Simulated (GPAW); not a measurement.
**Dielectric function and optical constants of ZnS**

Wanted: where ZnS starts to absorb, how strongly, and its refractive index. The cell comes from an older database entry, whose edges can differ from later determinations, mostly by under a per cent.

Calculated with GPAW 26.7.0; DFT, PBE, plane-wave PAW (GPAW data sets), scalar-relativistic, RPA, optical limit.

The database entry behind the starting cell differs from later determinations by our own check (about 0.1 % short), so it need not match the best structure at ambient conditions.

## Step 1: The structure

Symmetry: F-43m, No. 216, cubic system. Conventional cell: a = 5.404 Å, b = 5.404 Å, c = 5.404 Å, α = 90.00°, β = 90.00°, γ = 90.00°. Nearest to Zn lie 4 S at 2.34 Å. S has 4 Zn at 2.34 Å nearest. Farther neighbours and most contacts between anions are not listed.

Structure file:

```cif
data_structure
_symmetry_space_group_name_H-M 'P 1'
_symmetry_Int_Tables_number 1
_cell_length_a 3.8212
_cell_length_b 3.8212
_cell_length_c 3.8212
_cell_angle_alpha 60.000
_cell_angle_beta 60.000
_cell_angle_gamma 60.000
_cell_volume 39.45
loop_
_atom_site_label
_atom_site_type_symbol
_atom_site_fract_x
_atom_site_fract_y
_atom_site_fract_z
_atom_site_occupancy
Zn1 Zn 0.75000 0.75000 0.75000 1
S2 S 0.00000 0.00000 0.00000 1
```

## Step 2: Dielectric function, RPA

Transitions between filled and empty bands, summed over the zone, give the optical response, so mesh, band count and broadening shape it.

The induced potential is part of this response.

df.py reads:

```python
from gpaw.response.df import DielectricFunction

df = DielectricFunction('full.gpw', frequencies={'type': 'nonlinear', 'domega0': 0.03, 'omega2': 8},
                        ecut=50,
                        eta=0.15,
                        nbands=30,
                        txt='df.txt')
for direction in ['x']:
    df.get_dielectric_function(xc='RPA', direction=direction, filename=f'df_{direction}.csv')
```

Launch:

```sh
$ OMP_NUM_THREADS=1 python df.py
```

Numbers of over 12 decimals in the logs are rounded to 6 here.

Output:

```text
Using integrator: PointIntegrator
NonLinearFrequencyDescriptor(from 0.000 to 47.611 eV, 459 points)
Nonperiodic BCs:  [False False False]
Using integrator: PointIntegrator
NonLinearFrequencyDescriptor(from 0.000 to 47.611 eV, 459 points)
Nonperiodic BCs:  [False False False]

Calculating chi0 body with:
    Ground state adapter containing:
    Number of spins: 1
    Number of kpoints: 1331
    Number of irreducible kpoints: 56
    Number of completely occupied states: 9
    Number of partially occupied states: 9

    Linear response parametrization:
    q_c: [0.0, 0.0, 0.0]
    Number of frequency points: 459
    Planewave cutoff: 50.0
    Number of bands: 30
    Number of planewaves: 27
    Broadening (eta): 0.15

Integrating chi0 body.

Symmetries of q_c:
    Direct symmetries (Uq -> q): 24
    Indirect symmetries (TUq -> q): 24
In total 48 allowed symmetries.

56 groups of equivalent kpoints. 95.792637% reduction.

Integral kind: spectral function

Calculating chi0 optical extensions with:
    Ground state adapter containing:
    Number of spins: 1
    Number of kpoints: 1331
    Number of irreducible kpoints: 56
    Number of completely occupied states: 9
    Number of partially occupied states: 9

    Linear response parametrization:
    Number of frequency points: 459
    Planewave cutoff: 50.0
    Number of bands: 30
    Number of planewaves: 27
    Broadening (eta): 0.15
Integrating chi0 head and wings.

Symmetries of q_c:
    Direct symmetries (Uq -> q): 24
    Indirect symmetries (TUq -> q): 24
In total 48 allowed symmetries.

56 groups of equivalent kpoints. 95.792637% reduction.

Integral kind: spectral function wings
```

It took 4.9 s on 1 thread of Intel Xeon Platinum 8375C at 2.90GHz (Ice Lake), shared host; peak memory 0.23 GiB.

Read-outs, printed or worked out from the files:

* electronic dielectric constant ε∞, mean over x, y and z (by symmetry where fewer were run): 5.633
* main peak of Im epsilon, first axis: 5.948 eV

Some rows of df_x.csv (energy; Re and Im without local fields; Re and Im with them):

```text
0.000000, 6.272526, -0.000000, 5.633162, 0.000000
0.429336, 6.306713, 0.024330, 5.664415, 0.022274
0.878195, 6.421443, 0.054179, 5.769720, 0.049924
1.347938, 6.654339, 0.101029, 5.985682, 0.094555
1.840057, 7.124365, 0.253524, 6.431781, 0.247993
2.356191, 7.529620, 0.502706, 6.781313, 0.498075
2.898142, 7.694059, 1.194708, 6.844294, 1.204381
3.467895, 8.760438, 1.908167, 7.750089, 1.890885
4.067647, 8.662637, 4.875018, 7.458776, 4.715934
4.699832, 7.581349, 7.000016, 6.265131, 6.617993
5.367152, 9.564088, 7.107733, 7.210517, 5.965155
6.072622, 3.576618, 12.023361, 3.005893, 9.345654
6.819608, -1.092022, 7.000976, -1.219648, 5.639099
7.611886, -1.017895, 8.441878, 0.587489, 5.796182
8.453705, -2.900632, 5.239256, -1.218048, 4.707206
9.349861, -2.219785, 3.496477, -1.094669, 3.391740
10.305790, -1.282672, 2.585355, -0.642464, 2.237896
11.327680, -1.397016, 1.648087, -0.875641, 1.756551
12.422601, -1.281750, 1.339890, -0.721595, 1.630385
13.598673, -0.687589, 0.885492, -0.481528, 0.951694
```

Values under the direct gap are tails of Lorentzian lines. Table of Im ε, E ∥ x by photon energy; read off at these points:

photon energy (eV), Im ε, E ∥ x and a bar:
```
    0.000        0.0 
    0.250        0.0 
    0.500        0.0 
    0.750        0.0 
    1.000        0.1 
    1.250        0.1 
    1.500        0.1 
    1.750        0.2 #
    2.000        0.5 #
    2.250        0.5 ##
    2.500        0.7 ##
    2.750        1.6 #####
    3.000        1.3 ####
    3.250        1.7 #####
    3.500        2.0 ######
    3.750        2.5 ########
    4.000        4.6 ##############
    4.068        4.7 ##############
    4.250        3.8 ###########
    4.500        5.5 ################
    4.700        6.6 ####################
    4.750        6.4 ###################
    5.000        5.0 ###############
    5.250        5.0 ###############
    5.500        7.0 #####################
    5.750        8.2 #########################
    5.969       10.0 ##############################
    6.000        9.8 #############################
    6.250        9.3 ############################
    6.500        9.5 ############################
    6.750        6.2 ###################
    7.000        4.6 ##############
    7.250        4.4 #############
    7.500        5.7 #################
    7.750        5.5 #################
    7.966        6.3 ###################
    8.000        6.3 ###################
    8.250        5.0 ###############
    8.500        4.5 ##############
    8.750        4.5 #############
    9.000        3.4 ##########
    9.250        3.3 ##########
    9.500        3.2 ##########
    9.750        2.6 ########
   10.000        2.3 #######
   10.250        2.2 #######
   10.500        2.5 #######
   10.750        2.4 #######
   11.000        2.1 ######
   11.250        1.9 ######
   11.500        1.8 #####
   11.750        1.5 #####
   12.000        1.6 #####
   12.250        1.7 #####
   12.500        1.5 #####
   12.750        1.4 ####
   13.000        1.3 ####
   13.250        1.3 ####
   13.500        1.0 ###
   13.750        1.0 ###
```

Table of Re ε, E ∥ x by photon energy:

```tsv
photon energy (eV)	Re ε, E ∥ x
0.0	5.63
0.5	5.68
1.0	5.81
1.5	6.09
2.0	6.61
2.5	7.17
3.0	7.13
3.5	7.83
4.0	8.11
4.5	8.14
5.0	5.75
5.5	6.86
6.0	3.59
6.5	-0.243
7.0	-0.355
7.5	1.16
8.0	-0.281
8.5	-1.21
9.0	-1.51
9.5	-1.46
10.0	-1.03
10.5	-0.568
11.0	-0.908
11.5	-0.753
12.0	-0.488
12.5	-0.738
13.0	-0.606
13.5	-0.599
```

Values under the direct gap are tails of Lorentzian lines. Table of loss function −Im 1/ε at q → 0, E ∥ x by energy loss; read off at these points:

energy loss (eV), loss function −Im 1/ε at q → 0, E ∥ x and a bar:
```
     0.00      0.000 
     0.50      0.001 
     1.00      0.002 
     1.50      0.003 
     2.00      0.011 
     2.50      0.014 
     3.00      0.024 #
     3.50      0.031 #
     4.00      0.053 ##
     4.50      0.057 ##
     5.00      0.086 ###
     5.50      0.073 ##
     6.00      0.090 ###
     6.50      0.105 ###
     7.00      0.216 #######
     7.50      0.168 ######
     8.00      0.158 #####
     8.50      0.206 #######
     9.00      0.244 ########
     9.50      0.256 ########
    10.00      0.359 ############
    10.50      0.386 #############
    11.00      0.397 #############
    11.50      0.480 ################
    12.00      0.564 ###################
    12.50      0.534 ##################
    13.00      0.620 #####################
    13.50      0.739 ########################
    13.77      0.905 ##############################
```

Table of refractive index n and extinction k by photon energy:

```tsv
photon energy (eV)	n	k
0.0	2.37	0
0.5	2.38	0.00550
1.0	2.41	0.0123
1.5	2.47	0.0240
2.0	2.57	0.0915
2.5	2.68	0.133
3.0	2.68	0.239
3.5	2.82	0.354
4.0	2.95	0.777
4.5	2.99	0.910
5.0	2.59	0.969
5.5	2.89	1.21
6.0	2.65	1.85
6.5	2.15	2.21
7.0	1.46	1.58
7.5	1.87	1.53
8.0	1.73	1.81
8.5	1.32	1.72
9.0	1.06	1.62
9.5	1.02	1.58
10.0	0.871	1.34
10.5	0.990	1.24
11.0	0.840	1.27
11.5	0.762	1.15
12.0	0.778	1.05
12.5	0.688	1.10
13.0	0.657	1.02
13.5	0.531	0.938
```

Values under the direct gap are tails of Lorentzian lines. Im ε, E ∥ x against photon energy; read off at these points:

```tsv
photon energy (eV)	without local fields	with local fields
0.000	0	0
0.250	0.0139	0.0127
0.500	0.0286	0.0262
0.750	0.0448	0.0412
1.000	0.0640	0.0592
1.250	0.0887	0.0827
1.500	0.125	0.118
1.750	0.199	0.193
2.000	0.469	0.471
2.250	0.517	0.516
2.500	0.715	0.713
2.750	1.60	1.63
3.000	1.28	1.28
3.250	1.68	1.68
3.500	2.02	2.00
3.750	2.58	2.51
4.000	4.74	4.58
4.250	4.02	3.82
4.500	5.86	5.45
4.654	7.01	6.60
4.750	6.78	6.44
5.000	5.36	5.01
5.250	5.70	4.97
5.500	8.56	6.99
5.750	10.8	8.22
5.918	13.1	10.00
5.969	13.0	10.0
6.000	12.7	9.83
6.250	12.1	9.30
6.500	11.6	9.49
6.750	7.59	6.24
7.000	6.31	4.61
7.250	6.98	4.43
7.500	9.03	5.73
7.750	7.87	5.53
8.000	7.71	6.29
8.250	5.88	5.02
8.500	5.05	4.54
8.750	4.79	4.49
9.000	3.53	3.45
9.250	3.48	3.31
9.500	3.09	3.24
9.750	2.60	2.56
10.000	2.49	2.33
10.250	2.54	2.22
10.500	2.80	2.46
10.750	2.38	2.40
11.000	2.03	2.14
11.250	1.70	1.86
11.500	1.68	1.76
11.750	1.52	1.54
12.000	1.66	1.63
12.250	1.59	1.72
12.500	1.23	1.51
12.750	1.19	1.35
13.000	1.10	1.34
13.250	1.06	1.34
13.500	0.863	0.997
13.750	0.982	0.993
```

Optical constants at common wavelengths, from n + ik = √ε:

```tsv
wavelength (nm)	n	k	R (%)	1/α
1550	2.40	0.009	16.9	13 µm
800	2.48	0.026	18.0	2.5 µm
450	2.63	0.307	20.8	117 nm
405	2.70	0.259	21.5	124 nm
308	2.92	0.806	27.0	30 nm
248	2.59	0.969	25.0	20 nm
193	2.31	2.118	40.2	7.3 nm
```

Below the direct gap, k and the depth come from the tails of the Lorentzian lines, not from transitions.

Rows near the edge hang on the gap, which this functional as a rule makes too small, and phonon-assisted absorption is left out.

## Step 3: Summary of results

| Property | Result |
| --- | --- |
| electronic dielectric constant ε∞, mean over x, y and z (by symmetry where fewer were run) (RPA) | 5.63 |
| main peak of Im epsilon, first axis | 5.95 eV |

What this shows: At this level (PBE, RPA) ZnS has ε∞ = 5.63 and n = 2.40 at 1550 nm, and Im ε peaks at 5.9 eV. Local fields change the static value along x from 6.27 to 5.63 (-10 %). Distinct maxima of Im ε, read by a parabola through the highest points, lie at 4.68 eV (6.6), 5.95 eV (10), 6.40 eV (9.8) and 7.99 eV (6.3). Excitons and phonon-assisted transitions are missing; PBE gaps are as a rule too small, which pulls the onset down and ε∞ up. The sum runs over mesh points, so small or evenly spaced maxima can still be ripples of the mesh. In this version of GPAW the matrix elements of the optical limit are incomplete, which can lower ε − 1 by up to a tenth where first-row anions or d states rule, and shift it by more in d metals.

[Machine, clock and banner lines and Python warnings are left out of the logs.]

[Logs are printed without paths, hosts, clocks, repeated set-up lines and the standing remarks that a program may print on its own settings, such as how far it seeks lower states.]

[Hosts, paths, dates, database ids (printed as entryN), source tags and the programs' standing remarks are cut or masked in the printed files.]
